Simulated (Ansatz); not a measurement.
## In2O (model cell, started as cuprite): relaxing the cell for a phonon run

Task: relax In2O (model cell, started as cuprite) tightly.

Method: DFT PBEsol, scalar-relativistic, plane waves, PAW, in Ansatz 0.2.0.

The structure was built from a prototype and need not be the compound's stable phase.

### Step 1. Set-up

Symmetry: Pn-3m, No. 224, cubic system. The conventional cell has a = 5.487 Å, b = 5.487 Å, c = 5.487 Å, α = 90.00°, β = 90.00°, γ = 90.00°. Nearest to O lie 4 In at 2.38 Å. Nearest to In lie 2 O at 2.38 Å. Farther neighbours and most contacts between anions are not listed.

### Step 2. A coarse first look

First a cheap look: the gap decides the mesh and the occupations, the pressure tells how far the cell has to move.

Input file input.yaml:

```yaml
crystal:
  lattice:
    - [5.48714, 0.0, 0.0]
    - [0.0, 5.48714, 0.0]
    - [0.0, 0.0, 5.48714]
  atoms:
    - { symbol: O, position: [0.0, 0.0, 0.0] }
    - { symbol: O, position: [0.5, 0.5, 0.5] }
    - { symbol: In, position: [0.25, 0.25, 0.25] }
    - { symbol: In, position: [0.75, 0.75, 0.25] }
    - { symbol: In, position: [0.75, 0.25, 0.75] }
    - { symbol: In, position: [0.25, 0.75, 0.75] }
kpoints:
  mp_grid: { grid: [4, 4, 4] }
hamiltonian:
  xc: pbesol
scf:
  occupations: { method: gaussian, width: 0.1 }
output:
  forces: true
  stress: true
  eigenvalues: true
```

Launch:

```console
$ ansatz run input.yaml --threads 8 --pin off --max-ram 14336MiB --backend cpu --events-out ev --progress --plain --runs-dir out
```

Numbers of over 12 decimals in the logs are rounded to 6 here.

What it wrote:

```text
Engine: ansatz 0.2.0, x86_64-unknown-linux-gnu
Pseudopotentials: kind: paw
Pseudopotential: O, paw, valence charge 6, recommended cutoff 420 eV (normal), O.paw.azcp
Pseudopotential: In, paw, valence charge 13, recommended cutoff 420 eV (normal), In.paw.azcp
Functional definition: PBEsol
  exchange = pbesol_x
  correlation = pbesol_c
Crystal: 6 atoms, lattice volume = 165.211 Å³
[...]
k-point 0: bands = [... 28 lower, 2.3984, 4.6930, 4.6930, 6.3023, 6.3023, 6.3023, 8.8212, 8.8212, ... 3 higher]
  k-point 1: bands = [... 28 lower, 2.8672, 4.9056, 5.0440, 6.1097, 6.1097, 6.3202, 7.6053, 8.5837, ... 3 higher]
  k-point 2: bands = [... 28 lower, 3.9085, 3.9085, 5.9344, 5.9344, 6.0613, 6.0613, 8.1476, 8.1476, ... 3 higher]
  k-point 9: bands = [... 28 lower, 3.8327, 5.4086, 5.4086, 5.4086, 5.5773, 5.5773, 5.5773, 7.7122, ... 3 higher]
[key lines of the parts left out:]
SCF converged after 6 iterations
Free energy (F): -23218.992231 eV
Fermi energy:    5.826443 eV
P = ⅓ Tr σ = -6.7085 GPa (-67.085 kbar)
```

It took 1.6 s on 8 threads of Intel Xeon Platinum 8488C (Sapphire Rapids), shared host; peak memory 0.67 GiB.

This step gave:

```yaml
pressure: -6.708 GPa
volume_per_atom: 27.54 Å³
gap_on_the_k_mesh: 0 eV
```

The coarse mesh shows no gap and a pressure of -6.7 GPa.

### Step 3. Relaxation

The cell and atoms are relaxed, since residual forces and stress would shift the frequencies.

input.yaml, as its differences from that of step 2:

```diff
@@ -13,3 +13,3 @@
 kpoints:
-  mp_grid: { grid: [4, 4, 4] }
+  mp_grid: { grid: [8, 8, 8] }
 hamiltonian:
@@ -22 +22,6 @@
   eigenvalues: true
+relax:
+  adjacent_minimum: "off"
+  f_tol: 0.005
+  max_steps: 80
+  cell: { stress_tol: 0.05 }
```

What it wrote:

```text
[...]
Crystal: 6 atoms, lattice volume = 165.211 Å³
Basis set: ecut = 420 eV, 3239 PW (Γ), exchange–correlation on 80×80×80 points (8 copies of the dense FFT grid, shifted against one another)
Bands: 39, of which v1, the nominal top of the filled ones, is band 32 counted from 1 (31 counted from 0)
Symmetry: 48 space group operations
[...]
k-points: 35 of 512
[...]
SCF iter   1: F=—  HF=-23219.010906 eV  |F-HF|=—  |Δ(HF+E_count)|=         —  Δρ=4.05e-3  dr2=6.07e-2  ethr=1.77e-3  ⟨swp⟩=6.6  Hψ=5187  notcnv=0
[...]
SCF iter   7: F=-23218.990832 eV  HF=-23218.990832 eV  |F-HF|=3.06e-8  |Δ(HF+E_count)|=   2.53e-7  Δρ=4.61e-6  dr2=5.32e-8  ethr=1.56e-10  ⟨swp⟩=9.2  Hψ=5154  notcnv=0
SCF 1 converged in 7 iterations: F = -23218.990832 eV  dr2 = 5.32e-8
[...]
relax step   1: F+E_penalty+E_count = -23218.99083240 eV  Δ(F+E_penalty+E_count) = +0.000e0 eV  max|allowed force component| = 6.168e-18 eV/Å  Δτ_max = 0.0000 Å  P = -6.564 GPa  Ω = 165.211 Å³  (7 SCF iters, dr2 threshold 1.00e-7 eV, accepted)
Crystal: 6 atoms, lattice volume = 142.207 Å³
Basis set: ecut = 420 eV, 2801 PW (Γ), exchange–correlation on 80×80×80 points (8 copies of the dense FFT grid, shifted against one another)
[...]
iter 1 solved again at ethr=2.50e-4 eV; its pass at ethr=3.10e-3 eV (dr2=1.60e-1 eV) is discarded
[...]
SCF iter   6: F=-23219.852083 eV  HF=-23219.852083 eV  |F-HF|=9.46e-8  |Δ(HF+E_count)|=   2.00e-6  Δρ=1.45e-5  dr2=5.09e-7  ethr=9.37e-10  ⟨swp⟩=6.9  Hψ=5556  notcnv=0
SCF 2 converged in 6 iterations: F = -23219.852083 eV  dr2 = 5.09e-7
[...]
relax step   2: F+E_penalty+E_count = -23219.85208322 eV  Δ(F+E_penalty+E_count) = -8.613e-1 eV  max|allowed force component| = 3.315e-17 eV/Å  Δτ_max = 0.0000 Å  P = -4.430 GPa  Ω = 142.207 Å³  energy of the carried Pulay correction = +2.764e-2 eV  (6 SCF iters, dr2 threshold 6.00e-7 eV, accepted)
Crystal: 6 atoms, lattice volume = 121.445 Å³
Basis set: ecut = 420 eV, 2373 PW (Γ), exchange–correlation on 80×80×80 points (8 copies of the dense FFT grid, shifted against one another)
[...]
SCF iter   6: F=-23220.062616 eV  HF=-23220.062616 eV  |F-HF|=1.25e-8  |Δ(HF+E_count)|=   6.86e-7  Δρ=1.38e-5  dr2=3.97e-7  ethr=9.37e-10  ⟨swp⟩=6.5  Hψ=5476  notcnv=0
SCF 3 converged in 6 iterations: F = -23220.062616 eV  dr2 = 3.97e-7
[...]
relax step   3: F+E_penalty+E_count = -23220.06261552 eV  Δ(F+E_penalty+E_count) = -2.105e-1 eV  max|allowed force component| = 1.137e-17 eV/Å  Δτ_max = 0.0000 Å  P = +3.043 GPa  Ω = 121.445 Å³  energy of the carried Pulay correction = +5.641e-2 eV  (6 SCF iters, dr2 threshold 6.00e-7 eV, accepted)
[...]
relax step   4: F+E_penalty+E_count = -23220.10578346 eV  Δ(F+E_penalty+E_count) = -4.317e-2 eV  max|allowed force component| = 3.460e-17 eV/Å  Δτ_max = 0.0000 Å  P = -0.213 GPa  Ω = 127.804 Å³  energy of the carried Pulay correction = +4.716e-2 eV  (6 SCF iters, dr2 threshold 6.00e-7 eV, accepted)
[...]
relax step   5: F+E_penalty+E_count = -23220.10679672 eV  Δ(F+E_penalty+E_count) = -1.013e-3 eV  max|allowed force component| = 9.926e-18 eV/Å  Δτ_max = 0.0000 Å  P = -0.005 GPa  Ω = 127.324 Å³  energy of the carried Pulay correction = +4.785e-2 eV  (6 SCF iters, dr2 threshold 1.14e-7 eV, accepted)
[...]
relax step   6: F+E_penalty+E_count = -23220.08897698 eV  Δ(F+E_penalty+E_count) = +1.782e-2 eV  max|allowed force component| = 7.614e-18 eV/Å  Δτ_max = 0.0000 Å  P = -0.216 GPa  Ω = 127.324 Å³  stress off target by 2.16e-1 GPa  SCF on the basis re-selected at this cell (its energy is not comparable with the rows above)  (7 SCF iters)
[...]
relax step   7: F+E_penalty+E_count = -23220.09004695 eV  Δ(F+E_penalty+E_count) = -1.070e-3 eV  max|allowed force component| = 1.696e-17 eV/Å  Δτ_max = 0.0000 Å  P = +0.001 GPa  Ω = 126.848 Å³  energy of the carried Pulay correction = +7.497e-4 eV  (6 SCF iters, dr2 threshold 1.16e-7 eV, accepted)
[...]
SCF iter   8: F=-23220.089227 eV  HF=-23220.089227 eV  |F-HF|=1.82e-11  |Δ(HF+E_count)|=  1.09e-11  Δρ=1.24e-9  dr2=1.81e-15  ethr=1.00e-12  ⟨swp⟩=1.3  Hψ=2921  notcnv=0
SCF 8 converged in 8 iterations: F = -23220.089227 eV  dr2 = 1.81e-15
relax step   8: F+E_penalty+E_count = -23220.08922696 eV  Δ(F+E_penalty+E_count) = +8.200e-4 eV  max|allowed force component| = 1.966e-17 eV/Å  Δτ_max = 0.0000 Å  P = -0.005 GPa  Ω = 126.848 Å³  stress off target by 4.92e-3 GPa  SCF on the basis re-selected at this cell (its energy is not comparable with the rows above)  (8 SCF iters)
[...]
SCF converged after 8 iterations
Free energy (F): -23220.089227 eV
[...]
Internal energy: -23220.074909 eV  (E = F + TS)
E sigma→0 (E₀):  -23220.082068 eV
Entropy (-TS):   -0.014318 eV (-2.386 meV/atom)
Fermi energy:    8.835589 eV
[...]
--- Stress (GPa, compression-positive) ---
       -0.004923      -0.000000       0.000000
       -0.000000      -0.004923      -0.000000
        0.000000      -0.000000      -0.004923
  P = ⅓ Tr σ = -0.0049 GPa (-0.049 kbar)
--- Band table (eV; the first three rows and the last of 35) ---
  k-point 0: bands = [... 28 lower, 3.9745, 7.0368, 7.0368, 10.1919, 10.1919, 10.1919, 12.3483, 12.3483, ... 3 higher]
  k-point 1: bands = [... 28 lower, 4.2917, 7.1518, 7.2677, 9.9926, 10.1034, 10.1034, 11.7928, 12.2028, ... 3 higher]
  k-point 2: bands = [... 28 lower, 4.9474, 7.4926, 7.5309, 9.9005, 9.9005, 9.9238, 10.7557, 11.9199, ... 3 higher]
  k-point 34: bands = [... 28 lower, 8.0908, 8.1315, 8.1315, 8.1315, 8.5348, 8.5348, 8.5348, 10.9261, ... 3 higher]
--- Relaxed structure (6 steps of the walk, 6 accepted, 2 SCFs on fresh bases) ---
  F+E_penalty+E_count = -23220.08922696 eV   max|allowed force component| = 1.966e-17 eV/Å   (the final SCF, on the basis selected at the relaxed cell)
  cell:  # Å, volume = 126.8480 Å³
    - [5.024519, 0, 0]
    - [0, 5.024519, 0]
    - [0, 0, 5.024519]
  atoms:
    - { symbol: O, position: [0, 0, 0] }
    - { symbol: O, position: [0.5, 0.5, 0.5] }
    - { symbol: In, position: [0.25, 0.25, 0.25] }
    - { symbol: In, position: [0.750000, 0.750000, 0.25] }
    - { symbol: In, position: [0.750000, 0.25, 0.750000] }
    - { symbol: In, position: [0.25, 0.750000, 0.750000] }
```

Wall time 11 s (8 threads); peak memory 0.81 GiB; 75 s of CPU time.

Step by step:

```tsv
step	energy less that of the first step (eV)	largest force component (eV/Å)	pressure (GPa)	volume (Å³)
1	0.0000	0.0000	-6.56	165.21
2	-0.8613	0.0000	-4.43	142.21
3	-1.0718	0.0000	3.04	121.45
4	-1.1150	0.0000	-0.21	127.80
5	-1.1160	0.0000	-0.01	127.32
6*	-1.0981	0.0000	-0.22	127.32
7	-1.0992	0.0000	0.00	126.85
8*	-1.0984	0.0000	0.00	126.85
```

Relaxation steps marked * repeat the geometry before them on a plane-wave basis chosen anew for their cell, so energy and pressure can jump there.

The run keeps the 48 symmetry operations that it works with, so distortions that break them were not tested.

```tsv
conventional cell, symmetrised	before	after	change
a (Å)	5.487	5.025	-8.4 %
b (Å)	5.487	5.025	-8.4 %
c (Å)	5.487	5.025	-8.4 %
volume (Å³/atom)	27.54	21.14	-23.2 %
```

Final coordinates:

```
O In
1.0
     5.02452    0.00000    0.00000
     0.00000    5.02452    0.00000
     0.00000    0.00000    5.02452
O In
2 4
Cartesian
  0.0000 0.0000 0.0000
  2.5123 2.5123 2.5123
  1.2561 1.2561 1.2561
  3.7684 3.7684 1.2561
  3.7684 1.2561 3.7684
  1.2561 3.7684 3.7684
```

This step gave:

```yaml
pressure: -0.004923 GPa
volume_per_atom: 21.14 Å³
```

In this step the volume went from 27.54 to 21.14 Å³/atom.

### Step 4. Bringing the structure to rest

The relaxation is repeated from its end on the same settings, as a check that it has come to rest.

input.yaml, as its differences from that of step 3:

```diff
@@ -2,5 +2,5 @@
   lattice:
-    - [5.48714, 0.0, 0.0]
-    - [0.0, 5.48714, 0.0]
-    - [0.0, 0.0, 5.48714]
+    - [5.0245189829, 0.0, 0.0]
+    - [0.0, 5.0245189829, 0.0]
+    - [0.0, 0.0, 5.0245189829]
   atoms:
```

What it wrote:

```text
[...]
Crystal: 6 atoms, lattice volume = 126.848 Å³
Basis set: ecut = 420 eV, 2517 PW (Γ), exchange–correlation on 72×72×72 points (8 copies of the dense FFT grid, shifted against one another)
Bands: 39, of which v1, the nominal top of the filled ones, is band 32 counted from 1 (31 counted from 0)
Symmetry: 48 space group operations
[...]
k-points: 35 of 512
[...]
cell:  # Å, volume = 126.8480 Å³
    - [5.0245189829, 0.0, 0.0]
    - [0.0, 5.0245189829, 0.0]
    - [0.0, 0.0, 5.0245189829]
  atoms:
    - { symbol: O, position: [0.0, 0.0, 0.0] }
    - { symbol: O, position: [0.5, 0.5, 0.5] }
    - { symbol: In, position: [0.25, 0.25, 0.25] }
    - { symbol: In, position: [0.750000, 0.750000, 0.25] }
    - { symbol: In, position: [0.750000, 0.25, 0.750000] }
    - { symbol: In, position: [0.25, 0.750000, 0.750000] }
[key lines of the parts left out:]
SCF converged after 9 iterations
Free energy (F): -23220.089227 eV
Fermi energy:    8.835589 eV
P = ⅓ Tr σ = -0.0049 GPa (-0.049 kbar)
```

Run time: 2.5 s. Hardware: 8 threads; peak memory 0.72 GiB; 17 s of CPU time.

Little changed from the start: no atom moved by 0.005 Å and no cell edge by 0.1 %.

In this step the volume went from 21.14 to 21.14 Å³/atom.

### Step 5. Tight relaxation

Phonons need a cell at rest on their own settings, so the relaxation is repeated with tight tolerances on forces and stress, using the mesh and the filling of the phonon run that follows.

input.yaml, as its differences from that of step 4:

```diff
@@ -17,3 +17,3 @@
 scf:
-  occupations: { method: gaussian, width: 0.1 }
+  occupations: { method: methfessel_paxton, width: 0.2 }
 output:
@@ -24,4 +24,4 @@
   adjacent_minimum: "off"
-  f_tol: 0.005
-  max_steps: 80
-  cell: { stress_tol: 0.05 }
+  f_tol: 0.001
+  max_steps: 60
+  cell: { stress_tol: 0.01 }
```

What it wrote:

```text
[...]
Crystal: 6 atoms, lattice volume = 126.848 Å³
Basis set: ecut = 420 eV, 2517 PW (Γ), exchange–correlation on 72×72×72 points (8 copies of the dense FFT grid, shifted against one another)
Bands: 39, of which v1, the nominal top of the filled ones, is band 32 counted from 1 (31 counted from 0)
Symmetry: 48 space group operations
[...]
k-points: 35 of 512
[...]
cell:  # Å, volume = 126.8036 Å³
    - [5.023933, 0.0, 0]
    - [0.0, 5.023933, 0.0]
    - [0, 0.0, 5.023933]
  atoms:
    - { symbol: O, position: [0, 0, 0] }
    - { symbol: O, position: [0.5, 0.5, 0.5] }
    - { symbol: In, position: [0.25, 0.25, 0.25] }
    - { symbol: In, position: [0.75, 0.75, 0.25] }
    - { symbol: In, position: [0.75, 0.25, 0.75] }
    - { symbol: In, position: [0.25, 0.75, 0.75] }
[key lines of the parts left out:]
SCF converged after 5 iterations
Free energy (F): -23220.081315 eV
Fermi energy:    8.846321 eV
P = ⅓ Tr σ = -0.0018 GPa (-0.018 kbar)
```

Run time: 3.4 s. Hardware: 8 threads; peak memory 0.72 GiB.

Little changed from the start: no atom moved by 0.005 Å and no cell edge by 0.1 %.

Numbers from this step:

| Item | Value |
| --- | --- |
| pressure | -0.001787 GPa |
| volume per atom | 21.13 Å³ |

The forces vanish by symmetry and the pressure is -0.002 GPa, within the tolerances set. The cell now holds 21.13 Å³/atom.

### Step 6. What came out

```yaml
space_group_after_relaxation_within_0p01_a: Pn-3m
lattice_constant_a: 5.024 Å
lattice_constant_b: 5.024 Å
lattice_constant_c: 5.024 Å
volume_per_atom: 21.1 Å³
```

The forces vanish by symmetry and the pressure is -0.002 GPa, within the tolerances set. The cell now holds 21.13 Å³/atom. The relaxation keeps the symmetry of its start, so it says nothing on stability against lower symmetry. The starting cell was built on a prototype and not taken from a measurement, so the phase need not exist.

[Logs are printed without paths, hosts, clocks, repeated set-up lines and the standing remarks that a program may print on its own settings, such as how far it seeks lower states.]

[Hosts, paths, dates, database ids (printed as entryN), source tags and the programs' standing remarks are cut or masked in the printed files.]
